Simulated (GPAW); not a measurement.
# Core-hole calculation of the S K edge in LiHS (Ama2), part 3 of 3

What does one-electron theory with a core hole give for the S K edge of LiHS (Ama2)?

GPAW 26.7.0; X-ray absorption from dipole matrix elements to empty bands, plane-wave PAW LDA.

So far. Step 5 (Spectrum with FCH, S atom 1): The hole costs E(hole) − E(ground) = 2472.05 eV, and the lowest empty level of the hole cell on the spectrum's mesh lies at 2.43 eV, which puts the zero at 2474.48 eV. One term is added: -16.82 eV, since the hole is spin-paired here and a spin-polarised one costs that much less in the free atom (computed apart). The photon energy is then 2457.66 eV.

## (7) Spectrum with HCH, S atom 1

The holes are 5.5 Å apart. The data set carries half a charge, which charge=0 leaves uncompensated but for the background. Half a hole is Slater's transition state, a compromise that weakens the attraction. After the field has converged, empty bands are computed with the density fixed and the dipole matrix elements are summed.

Changed against the first core-hole run: core hole from full to half.

File xas.py:

```python
import numpy as np
from ase import Atoms
from ase.parallel import parprint, paropen
from gpaw import GPAW, PW, FermiDirac, Mixer, MixerDif, setup_paths
from gpaw.test import gen
setup_paths.insert(0, '.')
gen('S', name='hch1s', xcname='LDA', corehole=(1, 0, 0.5), write_xml=True)
from gpaw.mpi import world
world.barrier()

atoms = Atoms('S4Li4H4',
    cell=[[0, 0, 5.51478],
     [0, -5.61841, 0],
     [6.15687, 0, 0]],
    scaled_positions=[[0.73705, 0.26171, 0.25],
     [0.23705, 0.76171, 0.25],
     [0.73705, 0.73829, 0.75],
     [0.23705, 0.23829, 0.75],
     [0.50166, 0, 0],
     [0.00166, 0.5, 0],
     [0.50166, 0, 0.5],
     [0.00166, 0.5, 0.5],
     [0.55829, 0.5748, 0.75],
     [0.05829, 0.0748, 0.75],
     [0.55829, 0.4252, 0.25],
     [0.05829, 0.9252, 0.25]],
    pbc=True)
atoms.calc = calc = GPAW(legacy_gpaw=True, mode=PW(500, force_complex_dtype=True), xc='LDA', setups={0: 'hch1s'},
    kpts={'size': (3, 3, 2), 'gamma': True}, occupations=FermiDirac(0.02),
    charge=0, mixer=Mixer(0.1, 5, 50), maxiter=150,
    convergence={'density': 0.0001, 'eigenstates': 1e-6}, txt='scf.txt')
energy = atoms.get_potential_energy() + calc.get_reference_energy()
ef = calc.get_fermi_level()
out = dict(energy=energy, fermi=ef, forces=atoms.get_forces().tolist())
parprint(f'all-electron energy {energy:.4f} eV, Fermi level {ef:.4f} eV')
ev = np.array([[calc.get_eigenvalues(k, s) for k in range(len(calc.get_ibz_k_points()))] for s in range(calc.get_number_of_spins())])
out['homo'], out['lumo'], out['counts'] = ev[ev < ef].max(), ev[ev > ef].min(), sorted(set((ev < ef).sum((0, 2)).tolist()))
out['filled'] = (ev[:, 0] < ef).sum(1).tolist()

from ase.units import Ha
from gpaw.xas import dipole_matrix_elements
nb = int(calc.get_number_of_electrons() / 2) + 116
top, nb = nb, nb + 8 + nb // 12
nscf = calc.fixed_density(kpts={'size': (3, 3, 3), 'gamma': True}, nbands=nb,
    convergence={'bands': top, 'eigenstates': 1e-5}, maxiter=60, txt='nscf.txt')
cell = atoms.cell.array
ops = [cell.T @ U.T @ np.linalg.inv(cell.T) for U in nscf.wfs.kd.symmetry.op_scc]
filled = [16]  # bands filled in the ground state, by spin
E = np.arange(-6, 34, 0.1)
fwhm = np.interp(E, [4, 25], [0.9, 3.5])
Y, X, zero, highest = 0, 0, 1e9, 1e9
for spin in range(nscf.get_number_of_spins()):
    wfs = nscf.wfs
    A = dipole_matrix_elements(wfs.setups[0])
    eps = np.zeros((wfs.kd.nibzkpts, nb))
    d = np.zeros((3, A.shape[1], wfs.kd.nibzkpts, nb), complex)
    for kpt in wfs.kpt_u:
        if kpt.s == spin and 0 in kpt.P_ani:
            eps[kpt.k] = kpt.eps_n * Ha
            d[:, :, kpt.k] = (kpt.weight * wfs.nspins / 2) ** 0.5 * np.inner(A, kpt.P_ani[0])
    world.sum(eps)
    world.sum(d)
    T = np.einsum('amkn,bmkn->abkn', d, d.conj()).real
    T = sum(np.einsum('ai,ijkn,bj->abkn', R, T, R) for R in ops) / len(ops)
    empty = np.ones_like(eps, bool) & (np.arange(nb) >= filled[spin])
    zero, highest = min(zero, eps[empty].min()), min(highest, eps[:, top - 1].min())
    lines = [(eps, T, empty)] if spin == 0 else lines + [(eps, T, empty)]
for eps, T, empty in lines:
    f = np.einsum('aakn->akn', T).reshape(3, -1)
    x = eps.ravel() - zero
    w = np.interp(x, E, fwhm) / 2.35482
    g = np.exp(-0.5 * ((E[:, None] - x) / w) ** 2) / (w * (2 * np.pi) ** 0.5)
    Y = Y + (f * empty.ravel()) @ g.T
    X = X + (f * ~empty.ravel()) @ g.T
out.update(E=E.round(2).tolist(), xas=Y.tolist(), xes=X.tolist(), zero=zero, valid=highest - zero, nk=len(eps), nb=nb)
for i in range(0, len(E), 10):
    parprint(f'{E[i]:7.2f}', *(f'{v:10.3e}' for v in Y[:, i]))
import json
with paropen('out.json', 'w') as f:
    json.dump(out, f)
```

Launch:

```bash
OMP_NUM_THREADS=1 mpirun -n 2 gpaw python xas.py
```

Numbers of over 12 decimals in the logs are rounded to 6 here.

The program printed:

```text
Input parameters:
  convergence: {density: 0.0001,
                eigenstates: 1e-06}
  kpts: {gamma: True,
         size: (3, 3, 2)}
  maxiter: 150
  mixer: {backend: pulay,
          beta: 0.1,
          method: separate,
          nmaxold: 5,
          weight: 50}
  mode: {ecut: 500.0,
         force_complex_dtype: True,
         name: pw}
  occupations: {fixmagmom: False,
                name: fermi-dirac,
[...]
*p    :     0.525881
*d    :     0.000000
--------------------------------

Diagonalizing with gridspacing h=0.050

state   all-electron     PAW
-------------------------------
3s:      -0.872749    -0.873465
3p:      -0.474119    -0.474660
*d:                   -0.023368
*f:                    0.031416
-------------------------------
all-electron energy -42980.1290 eV, Fermi level 1.1769 eV
[...]
32.00  2.240e-06  2.498e-06  2.392e-06
  33.00  2.240e-06  2.509e-06  2.461e-06
[key lines of the parts left out:]
Converged after 16 iterations.
Dipole moment: (-0.358557, 0.262765, -2.675929) |e|*Ang
Free energy:    -55.194137
Fermi level: 1.17691
```

Run time: 96 s. Hardware: 2 MPI ranks of Arm Neoverse V2, shared host; peak memory 0.39 GiB.

| E (eV) | first run | this run |
| --- | --- | --- |
| -2.0 | 0.00 | 0.00 |
| -1.0 | 0.00 | 0.00 |
| 0.0 | 0.45 | 0.20 |
| 1.0 | 1.95 | 0.94 |
| 2.0 | 0.41 | 0.88 |
| 3.0 | 0.85 | 0.93 |
| 4.0 | 1.58 | 1.98 |
| 5.0 | 1.48 | 1.15 |
| 6.0 | 1.89 | 2.07 |
| 7.0 | 1.38 | 1.28 |
| 8.0 | 0.74 | 0.83 |
| 9.0 | 0.66 | 0.73 |
| 10.0 | 0.63 | 0.68 |
| 11.0 | 0.92 | 1.03 |
| 12.0 | 1.18 | 1.23 |
| 13.0 | 1.09 | 1.10 |
| 14.0 | 0.89 | 0.91 |
| 15.0 | 0.78 | 0.75 |
| 16.0 | 0.72 | 0.70 |
| 17.0 | 0.75 | 0.80 |
| 18.0 | 0.78 | 0.80 |
| 19.0 | 0.71 | 0.68 |
| 20.0 | 0.65 | 0.63 |
| 21.0 | 0.75 | 0.76 |
| 22.0 | 0.91 | 0.92 |
| 23.0 | 0.99 | 0.99 |
| 24.0 | 0.98 | 0.98 |
| 25.0 | 0.92 | 0.90 |
| 26.0 | 0.86 | 0.83 |
| 27.0 | 0.81 | 0.77 |
| 28.0 | 0.78 | 0.76 |
| 29.0 | 0.79 | 0.78 |
| 30.0 | 0.81 | 0.81 |
| 31.0 | 0.82 | 0.81 |

Against the first run the r.m.s. difference is 21 %. Another feature, at 6.2 eV (2.11), becomes the highest below 16 eV; the one at 1.1 eV (2.00) is now at 1.5 eV (1.24).

## (8) What the core hole does

Both curves are counted from their own zero, so only the shift of weight within the empty states shows.

| E (eV) | no hole | FCH |
| --- | --- | --- |
| -2.0 | 0.00 | 0.00 |
| -1.0 | 0.00 | 0.00 |
| 0.0 | 0.12 | 0.45 |
| 1.0 | 0.35 | 1.95 |
| 2.0 | 0.73 | 0.41 |
| 3.0 | 1.55 | 0.85 |
| 4.0 | 1.43 | 1.58 |
| 5.0 | 1.23 | 1.48 |
| 6.0 | 1.65 | 1.89 |
| 7.0 | 1.60 | 1.38 |
| 8.0 | 1.18 | 0.74 |
| 9.0 | 0.89 | 0.66 |
| 10.0 | 0.81 | 0.63 |
| 11.0 | 0.98 | 0.92 |
| 12.0 | 1.10 | 1.18 |
| 13.0 | 1.05 | 1.09 |
| 14.0 | 1.08 | 0.89 |
| 15.0 | 0.98 | 0.78 |
| 16.0 | 0.85 | 0.72 |
| 17.0 | 0.77 | 0.75 |
| 18.0 | 0.68 | 0.78 |
| 19.0 | 0.62 | 0.71 |
| 20.0 | 0.68 | 0.65 |
| 21.0 | 0.81 | 0.75 |
| 22.0 | 0.90 | 0.91 |
| 23.0 | 0.95 | 0.99 |
| 24.0 | 0.98 | 0.98 |
| 25.0 | 0.98 | 0.92 |
| 26.0 | 0.92 | 0.86 |
| 27.0 | 0.82 | 0.81 |
| 28.0 | 0.74 | 0.78 |
| 29.0 | 0.72 | 0.79 |
| 30.0 | 0.74 | 0.81 |
| 31.0 | 0.77 | 0.82 |
| 32.0 | 0.80 | 0.81 |

With each curve scaled to its own mean, the area from −2 to 6 eV with the hole is 7.5 against 6.2, and the centre of weight from −1 to 20 eV moves by -0.6 eV: the hole pulls the absorber's empty states down.

## (9) Outcome

| Quantity | Value |
| --- | --- |
| absorber and edge | S K, atom 1 of the ground-state input (counted from 1) |
| surroundings | 1 H at 1.35 Å, 2 Li at 2.49 Å and 2 Li at 2.51 Å (distorted square pyramidal, site symmetry m) |
| highest intensity below 16 eV | 1.1 eV above the zero, height 2.00 |
| photon energy of the zero, with the added terms | 2457.7 eV (raw 2474.5 eV; LDA puts this hole about 9 eV below PBE, itself good to a few eV) |

In words: The S K edge of atom 1, with 1 H at 1.35 Å, 2 Li at 2.49 Å and 2 Li at 2.51 Å (distorted square pyramidal, site symmetry m), has its highest intensity of the first 16 eV at 1.1 eV above the zero, near 2459 eV in photon energy (LDA puts this hole about 9 eV below PBE, itself good to a few eV), 2.0 times the mean level of the first 20 eV (Gaussian full width 0.9 eV up to 4 eV, rising linearly to 3.5 eV at 25 eV). With each curve scaled to its own mean, the area from −2 to 6 eV with the hole is 7.5 against 6.2, and the centre of weight from −1 to 20 eV moves by -0.6 eV: the hole pulls the absorber's empty states down. The neutral-cell energy lies +0.9 eV from the charged-cell zero, a gap made of the charged-cell error and of where the added electron settles. Changing the core hole from full to half alters the shape by 21 % r.m.s., a modest effect on the whole, though the highest intensity moves to 6.2 eV. At the S K edge of atom 1 polarisation matters most near 1.1 eV, where the curves differ by 3.2 on this scale. The holes are only 5.5 Å apart, so the shape is probably not converged with cell size; no larger cell was run here. The mesh is coarse (0.38 Å⁻¹ between points), so small maxima may be mesh ripples. The structure is a published determination, not relaxed.

[Banner, clock and machine lines of the logs are left out without a mark of their own.]

[Logs are printed without paths, hosts, clocks, repeated set-up lines and the standing remarks that a program may print on its own settings, such as how far it seeks lower states.]

[Hosts, paths, dates, database ids (printed as entryN), source tags and the programs' standing remarks are cut or masked in the printed files.]

[Lists of maxima count a maximum above −3 eV only where it reaches 4 % of the highest in the window and stands out from its surroundings by 2 % of it (1.5 % where it reaches 55 %); shoulders and weaker maxima are passed over, and of the rest the first, up to two pre-edge ones and the few strongest are named.]
